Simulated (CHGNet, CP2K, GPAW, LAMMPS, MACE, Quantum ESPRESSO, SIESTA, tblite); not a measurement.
**Glassy 67P2O5-20BaO-13Al2O3 (mol %) (86 atoms) in GPAW**

Wanted: GPAW inputs and outputs for glassy 67P2O5-20BaO-13Al2O3 (mol %) (86 atoms), checked against a plane-wave reference.

Method: the method is named at each step, in GPAW 26.7.0.

## 1. The structure

The cell holds 86 atoms: 20 P, 3 Ba, 4 Al and 59 O. Cell: a = 10.717 Å, b = 10.717 Å, c = 10.717 Å, α = 90.0°, β = 90.0°, γ = 90.0°. 86 atoms (20 P, 3 Ba, 4 Al, 59 O) placed at random at 2.81 g/cm³, melted at 4000 K for 10 ps at fixed volume with the Morse and Coulomb pair potential with partial charges (Pedone, Malavasi, Menziani, Cormack and Segre, J. Phys. Chem. B 110, 11780 (2006)). Quenched from 4000 K to 300 K at 20 K/ps and fixed volume, held 10 ps at zero pressure, then minimised at fixed cell.

The yardstick, on the same geometry:

| Quantity | Value |
| --- | --- |
| method | Kohn-Sham DFT, PBE, SSSP efficiency 1.3.0 pseudopotentials, plane waves (Quantum ESPRESSO 7.5); sssp-pbe-1.3.0-efficiency, cutoffs 60/480 Ry, Γ point |
| r.m.s. force component | 1.237 eV/Å |
| longest force | 5.06 eV/Å |
| pressure | 3.063 GPa |
| gap (highest filled to lowest empty level) | 1.303 eV |
| time | 10 min on 2 MPI ranks of Arm Neoverse V1, shared host |
| CPU time | 21 min |

## 2. PBE, LCAO dzp, h 0.18 Å

Method: Kohn-Sham DFT, PBE, PAW, atomic orbitals (dzp).

File run.py:

```python
import numpy as np
from ase.io import read
from gpaw import GPAW, FermiDirac

atoms = read("structure.xyz")
atoms.calc = GPAW(
    mode="lcao",
    basis="dzp",
    h=0.18,
    xc="PBE",
    kpts={"size": (1, 1, 1), "gamma": True},
    occupations=FermiDirac(0.05),
    maxiter=200,
    symmetry={"point_group": False},
    txt="gpaw.txt",
)
energy = atoms.get_potential_energy(force_consistent=True)
forces = atoms.get_forces()
print(f"energy {energy:.6f} eV")
print("forces (eV/A)")
for i, (a, f) in enumerate(zip(atoms, forces)):
    print(f"{i:4d} {a.symbol:2s} {f[0]:10.5f} {f[1]:10.5f} {f[2]:10.5f}")
print(f"Fermi level {atoms.calc.get_fermi_level():.4f} eV")
for k in range(len(atoms.calc.get_ibz_k_points())):
    for s in range(atoms.calc.get_number_of_spins()):
        e = atoms.calc.get_eigenvalues(kpt=k, spin=s)
        n = np.searchsorted(e, atoms.calc.get_fermi_level())
        print(f"k {k} spin {s} levels about the Fermi level:", np.round(e[max(n - 6, 0):n], 4).tolist(), "|", np.round(e[n:n + 6], 4).tolist())
```

File structure.xyz:

```xyz
86
Lattice="10.71682 0.00000 0.00000 0.00000 10.71682 0.00000 0.00000 0.00000 10.71682" Properties=species:S:1:pos:R:3 pbc="T T T"
P 7.74837 6.59395 2.23446
P 7.61334 3.18182 4.48874
P 3.48811 6.04525 4.15148
P 2.55339 2.18934 6.62353
P 7.63702 2.74651 1.44913
P 2.08196 5.86060 8.12260
P 10.55071 1.90513 8.11510
P 4.53514 3.13864 4.35832
P 6.90228 0.22977 8.61182
P 10.43036 9.06514 4.40365
P 3.34043 9.98711 1.92174
P 0.57924 8.96162 0.97737
P 0.99774 3.55305 1.77385
P 4.82932 2.56539 8.78104
P 5.49323 8.19237 8.68159
P 10.29876 6.05490 0.59307
P 4.82675 8.34176 5.69010
P 0.71278 8.61386 8.52716
P 8.95005 6.35186 5.11450
P 2.14744 9.86698 6.16935
Ba 7.99325 5.13078 8.42674
Ba 4.35724 5.98717 0.36234
Ba 6.77057 10.34002 2.66474
Al 0.94029 4.62720 5.37556
Al 3.99641 2.33745 1.21775
Al 9.84383 1.03053 0.40895
Al 8.74610 0.51409 6.00196
O 4.10669 8.35612 9.23040
O 4.18331 2.49402 3.06362
O 4.52893 9.11123 1.68179
O 3.44824 9.07115 5.97623
O 0.24274 7.41583 1.00942
O 8.06130 6.79425 6.22390
O 10.33434 10.13490 0.86613
O 0.86420 3.85945 3.24838
O 5.70971 1.25966 8.67205
O 0.20437 2.33262 1.34175
O 7.46587 0.28475 7.19956
O 3.62936 2.36113 7.82114
O 0.09956 8.95819 2.94659
O 2.15847 5.90025 4.84711
O 6.16624 2.40335 1.37936
O 7.92252 4.45048 5.18694
O 6.24062 9.56455 8.82573
O 8.97469 6.11073 1.39994
O 5.35123 8.10760 7.11822
O 0.84631 8.88885 10.02505
O 10.09160 0.90964 7.02970
O 6.51861 5.76608 2.06181
O 6.06304 3.01121 4.54522
O 3.25384 6.38819 2.72668
O 7.65181 8.05240 1.96396
O 10.04295 8.78618 8.04126
O 10.06481 6.11223 9.85326
O 2.44858 3.37301 1.37315
O 10.51749 1.34025 9.52243
[... 26 atom lines left out ...]
O 5.75718 9.23158 4.94721
O 1.36832 7.25518 8.19890
O 9.63796 3.07401 7.97728
O 8.25763 6.42323 3.69612
```

The run is started by

```console
$ OMP_NUM_THREADS=1 python run.py > output.txt
```

The log of the run:

```text
energy -551.947123 eV
forces (eV/A)
   0 P    -2.07499    0.71499   -0.02627
   1 P     1.08481    1.66293   -0.67861
   2 P    -3.64846   -0.16597   -1.41790
   3 P    -2.11548    2.92562    0.87129
   4 P    -1.26892    1.49884   -2.14354
   5 P     4.47559   -1.81569   -0.72354
   6 P    -2.17077    1.01453   -0.73284
   7 P    -1.09543    0.01463   -1.12516
   8 P     1.86815    0.98662    0.77126
   9 P    -0.92408   -1.91176   -2.44391
  10 P     2.70117    1.29940    4.57423
  11 P     0.51294    0.64498   -0.93541
  12 P    -0.12277   -2.04562    2.99855
  13 P     2.45467    1.56371    0.04969
  14 P    -4.00070   -0.23840    2.66735
  15 P    -1.24617   -0.74733   -2.01851
  16 P     1.53638    1.05763   -0.43768
  17 P    -3.26530   -2.62644   -0.70399
  18 P    -0.28639    0.33700   -0.17884
  19 P    -0.69611   -1.27636    1.41484
  20 Ba    0.32180   -0.45656   -0.02664
  21 Ba   -0.40024    0.75438   -0.79321
  22 Ba   -0.97601   -0.79834   -0.42252
  23 Al    1.94457    0.67787    0.51871
[...]
78 O    -0.13063   -0.62830   -0.11580
  79 O    -2.84338   -2.22585   -2.02711
  80 O     1.68196   -3.98895    0.58734
  81 O    -3.47293   -1.86097   -2.11606
  82 O     0.74832    0.54524   -0.68282
  83 O    -1.38033    2.40139   -0.02353
  84 O    -1.00583    2.51830   -0.04205
  85 O     0.43313   -0.73495    1.59204
Fermi level 4.8103 eV
k 0 spin 0 levels about the Fermi level: [2.4932, 2.726, 2.8659, 3.2689, 3.9128, 4.3632] | [5.2575, 6.012, 6.5403, 6.7151, 7.1322, 7.4809]
```

gpaw.txt:

```text
Input parameters:
  mode=LCAO(),
  basis={'default': 'dzp'},
  h=0.18,
  kpts=MonkhorstPack(size=(1, 1, 1), gamma=True),
  maxiter=200,
  occupations=Occupations(name='fermi-dirac', width=0.05, fixmagmom=False),
  symmetry=Symmetry(point_group=False),
  xc=XC(name='PBE')
Unit cell  # Å
| periodic |         x |         y |         z |   lengths |    angles |
|----------|-----------|-----------|-----------|-----------|-----------|
|      yes | 10.716820 |  0.000000 |  0.000000 | 10.716820 | 90.000000 |
|      yes |  0.000000 | 10.716820 |  0.000000 | 10.716820 | 90.000000 |
|      yes |  0.000000 |  0.000000 | 10.716820 | 10.716820 | 90.000000 |
Number of symmetries: 1
Symmetry operations  # r_c * U_cc + t_c -> r_c
|   | kind |            matrix            |
|---|------|------------------------------|
| 0 |  E   |  1, 0, 0,  0, 1, 0,  0, 0, 1 |
BZ-sampling:
  Number of BZ points: 1
  Number of IBZ points: 1
  Monkhorst-Pack size: [1, 1, 1]
  Monkhorst-Pack shift: [0, 0, 0]
[... lines left out ...]
eigensolver:
density mixing:
  MSR1-Mixer
occupation numbers:
  Fermi-Dirac:
    width: 0.0500  # eV
FastPoissonSolver using
    Stencil: 6*3+1=19 point O(h^6) finite-difference Laplacian
xc functional:
  name: PBE with 2 nearest neighbor stencil
interpolation: tri-quintic # 5. degree polynomial
Initialization done in: 11.482 s
convergence criteria:
- Maximum [total energy] change in last 3 cyles: 0.0005 eV / valence electron
- Maximum integral of absolute [dens]ity change: 0.0001 electrons / valence electron
- Maximum integral of absolute [eigenst]ate change: 4e-08 eV^2 / valence electron
maximum number of iterations: 200
SCF iterations
|iter     |      energy | eigst |  dens |
|---------|-------------|-------|-------|
|iter:   1| -619.277631 |      c|       |
|iter:   2| -602.820775 |      c| -0.81 |
|iter:   3| -551.866677 |      c| -0.86 |
|iter:   4| -551.899036 |      c| -1.50 |
|iter:   5| -551.996586c|      c| -1.82 |
|iter:   6| -551.948039c|      c| -2.25 |
|iter:   7| -551.947364c|      c| -2.91 |
|iter:   8| -551.947007c|      c| -3.34 |
|iter:   9| -551.946995c|      c| -3.96 |
|iter:  10| -551.946993c|      c| -4.35c|
Converged in 10 steps
SCF loop duration: 116.051 s (11.605 s/step)
Energy contributions relative to reference atoms: (reference = -996715.779533)
Energy contributions:
  Kinetic:         552.183534
  Coulomb:        -408.247100
  Zero:              6.163411
  External:          0.000000
  Xc:             -702.046709
  Entropy:          -0.000260
  Spinorbit:         0.000000
  ----------------------------
  Free energy:    -551.947123
  Extrapolated:   -551.946993
dipole moment: (3.119633, 5.766825, -75.733705)  # |e|*Ang
Fermi level: 4.810
Eigenvalues  # (at kpt = [0.000, 0.000, 0.000])
| band index |      eig [eV] | occ [0-2] |
|------------|---------------|-----------|
|          0 |       -23.910 |     2.000 |
|        ... |               |           |
|        240 |         2.286 |     2.000 |
|        241 |         2.419 |     2.000 |
[...]
|        255 |         7.677 |     0.000 |
|        ... |               |           |
|        301 |        10.871 |     0.000 |
Gap: 0.894 eV
Transition (v -> c):
  (s=0, k=0, n=247, [0.00, 0.00, 0.00]) -> (s=0, k=0, n=248, [0.00, 0.00, 0.00])
No difference between direct/indirect transitions
Force computation time: 28.864  # s
timing:  # [seconds]
  Total:  156.431  # ━━━━━━━━━━━━━━━━━━━━━━━━━━━━━━━━━━━━━━━━━━━━━━━━━━━━━━━━
  Init:    11.481  # ━━━━
  SCF:    116.051  # ━━━━━━━━━━━━━━━━━━━━━━━━━━━━━━━━━━━━━━━━━╸
  Forces:  28.864  # ━━━━━━━━━━╸
```

It took 2.6 min on 1 thread of Arm Neoverse V1, shared host; peak memory 1.5 GiB.

Banners, paths, timers and routine set-up lines are dropped from the logs unmarked, and long logs keep their key lines alone; longer cuts are marked.

Against the reference:

- r.m.s. force component: 1.507 eV/Å
- r.m.s. difference of force components: 467.9 meV/Å
- longest difference of force vectors: 1430 meV/Å
- force difference over r.m.s. force: 37.82 %
- slope of forces against the reference's: 1.17
- correlation of force components: 0.9608
- gap (highest filled to lowest empty level): 0.8943 eV
- gap difference: -0.4086 eV

This run lies far from the reference in forces at the same functional.

Length of the force difference by element (eV/Å):

```tsv
element	atoms	mean	most
Al	4	0.26	0.36
Ba	3	0.10	0.13
O	59	0.88	1.4
P	20	0.26	0.45
```

Levels nearest the highest filled one (eV from it): -1.87, -1.64, -1.50, -1.09, -0.45, 0.00, 0.89, 1.65, 2.18, 2.35, 2.77, 3.12.

A closer look about Al27, picked at random: 11 atoms, nearest first, numbered in the order of the input, with positions taken from that point.

```tsv
atom	x	y	z	distance (Å)	bonds	Fx	Fy	Fz (eV/Å)
Al27	0.00	0.00	0.00	0.00	4	0.70	0.51	1.66
O48	1.35	0.40	1.03	1.74	2	0.31	-2.46	-1.69
O38	-1.28	-0.23	1.20	1.77	2	-0.35	-0.39	-2.56
O70	-0.53	1.40	-0.97	1.78	2	0.47	-2.23	0.21
O73	0.66	-1.10	-1.25	1.79	2	-1.91	1.93	0.10
P7	1.80	1.39	2.11	3.11	4	-2.17	1.01	-0.73
P10	1.68	-2.17	-1.60	3.18	4	-0.92	-1.91	-2.44
P9	-1.84	-0.28	2.61	3.21	4	1.87	0.99	0.77
P2	-1.13	2.67	-1.51	3.27	4	1.08	1.66	-0.68
O85	0.89	2.56	1.98	3.35	2	-1.01	2.52	-0.04
O53	1.30	-2.44	2.04	3.44	1	-1.30	0.17	-0.43
```

Atoms are counted from 1 here, from 0 in the log.

Forces lie 38 % from the reference's, at 0.13 times its CPU time (on 1 against 2 cores).

The difference per atom is largest on O (0.88 eV/Å on average, against 0.26 on P).

## 3. PBE, LCAO dzp, h 0.18 Å, other mixer settings

Method: Kohn-Sham DFT, PBE, PAW, atomic orbitals (dzp).

run.py: that of step 2 with these lines changed.

```diff
@@ -2,3 +2,4 @@
 from ase.io import read
-from gpaw import GPAW, FermiDirac
+from gpaw import GPAW, FermiDirac, Mixer
+from ase.parallel import parprint as print
 
@@ -12,2 +13,3 @@
     occupations=FermiDirac(0.05),
+    mixer=Mixer(0.1, 5, 50),
     maxiter=200,
```

structure.xyz is that of step 2.

The run is started by

```console
$ OMP_NUM_THREADS=1 mpirun -np 2 gpaw python run.py > output.txt
```

The log of the run:

```text
energy -551.947126 eV
forces (eV/A)
   0 P    -2.07951    0.71732   -0.02817
   1 P     1.08514    1.66504   -0.67608
   2 P    -3.65354   -0.16659   -1.42209
   3 P    -2.11947    2.92677    0.87015
   4 P    -1.27029    1.49998   -2.14848
   5 P     4.48160   -1.81816   -0.72349
   6 P    -2.17555    1.01672   -0.73425
   7 P    -1.09550    0.01367   -1.12740
   8 P     1.87211    0.98656    0.77299
   9 P    -0.92599   -1.91287   -2.44668
  10 P     2.70656    1.30030    4.58101
  11 P     0.51326    0.64764   -0.93705
  12 P    -0.12310   -2.04809    3.00261
  13 P     2.45959    1.56768    0.04956
  14 P    -4.00621   -0.24076    2.67355
  15 P    -1.24920   -0.74702   -2.02448
  16 P     1.54158    1.06104   -0.43964
  17 P    -3.27261   -2.62895   -0.70552
  18 P    -0.28811    0.33682   -0.17522
  19 P    -0.69600   -1.27640    1.41619
  20 Ba    0.31983   -0.45559   -0.02510
  21 Ba   -0.39773    0.75380   -0.79400
  22 Ba   -0.97630   -0.79860   -0.42139
  23 Al    1.94600    0.67874    0.51936
[...]
78 O    -0.12946   -0.62895   -0.11633
  79 O    -2.84332   -2.22687   -2.02847
  80 O     1.68284   -3.98983    0.58659
  81 O    -3.47511   -1.85989   -2.11645
  82 O     0.74918    0.54522   -0.68265
  83 O    -1.37991    2.40150   -0.02304
  84 O    -1.00538    2.51773   -0.04223
  85 O     0.43396   -0.73529    1.59206
Fermi level 4.8102 eV
k 0 spin 0 levels about the Fermi level: [2.4936, 2.7261, 2.8663, 3.269, 3.9133, 4.3637] | [5.2566, 6.011, 6.5394, 6.7145, 7.1315, 7.4802]
```

gpaw.txt:

```text
Input parameters:
  mode=LCAO(),
  basis={'default': 'dzp'},
  h=0.18,
  kpts=MonkhorstPack(size=(1, 1, 1), gamma=True),
  maxiter=200,
  mixer=Pulay(name='pulay', nmaxold=5, beta=0.1, weight=50, sigma=0.015, g_ss=None),
  occupations=Occupations(name='fermi-dirac', width=0.05, fixmagmom=False),
  symmetry=Symmetry(point_group=False),
  xc=XC(name='PBE')
Unit cell  # Å
[... lines left out ...]
  Fermi-Dirac:
[... lines left out ...]
convergence criteria:
- Maximum [total energy] change in last 3 cyles: 0.0005 eV / valence electron
[... lines left out ...]
Converged in 14 steps
[... lines left out ...]
  Kinetic:         552.480048
  Coulomb:        -408.668123
  Zero:              6.265096
  External:          0.000000
  Xc:             -702.023884
  Entropy:          -0.000263
  Spinorbit:         0.000000
  ----------------------------
  Free energy:    -551.947126
  Extrapolated:   -551.946994
dipole moment: (3.119259, 5.766447, -75.735515)  # |e|*Ang
Fermi level: 4.810
Eigenvalues  # (at kpt = [0.000, 0.000, 0.000])
| band index |      eig [eV] | occ [0-2] |
|------------|---------------|-----------|
|          0 |       -23.911 |     2.000 |
|        ... |               |           |
|        240 |         2.286 |     2.000 |
|        241 |         2.419 |     2.000 |
[...]
|        255 |         7.677 |     0.000 |
|        ... |               |           |
|        301 |        10.871 |     0.000 |
Gap: 0.893 eV
Transition (v -> c):
  (s=0, k=0, n=247, [0.00, 0.00, 0.00]) -> (s=0, k=0, n=248, [0.00, 0.00, 0.00])
No difference between direct/indirect transitions
Force computation time: 14.404  # s
```

It took 1.9 min on 2 MPI ranks; peak memory 1.7 GiB.

Numbers from this run, and their distance from the reference:

- r.m.s. force component: 1.508 eV/Å
- r.m.s. difference of force components: 467.9 meV/Å
- longest difference of force vectors: 1429 meV/Å
- force difference over r.m.s. force: 37.83 %
- slope of forces against the reference's: 1.171
- correlation of force components: 0.9609
- gap (highest filled to lowest empty level): 0.8929 eV
- gap difference: -0.41 eV
- energy less the same-level run's: 0 meV/atom
- r.m.s. force difference from the same-level run: 1.923 meV/Å

This run lies far from the reference in forces at the same functional.

Against the first run (38 %), the force difference from the reference is 38 %, at 1.4 times the CPU time (on 2 against 1 cores) (14 SCF steps against 10): another solver or mixer reaches the same state.

The difference per atom is largest on O (0.88 eV/Å on average, against 0.26 on P).

(Continued in part 2 of 2.)

[Also dropped from logs without a mark: logging warnings of Python, and SIESTA's first energy breakdown and zero terms.]

[Logs are printed without paths, hosts, clocks, repeated set-up lines and the standing remarks that a program may print on its own settings, such as how far it seeks lower states.]

[Hosts, paths, dates, database ids (printed as entryN), source tags and the programs' standing remarks are cut or masked in the printed files.]
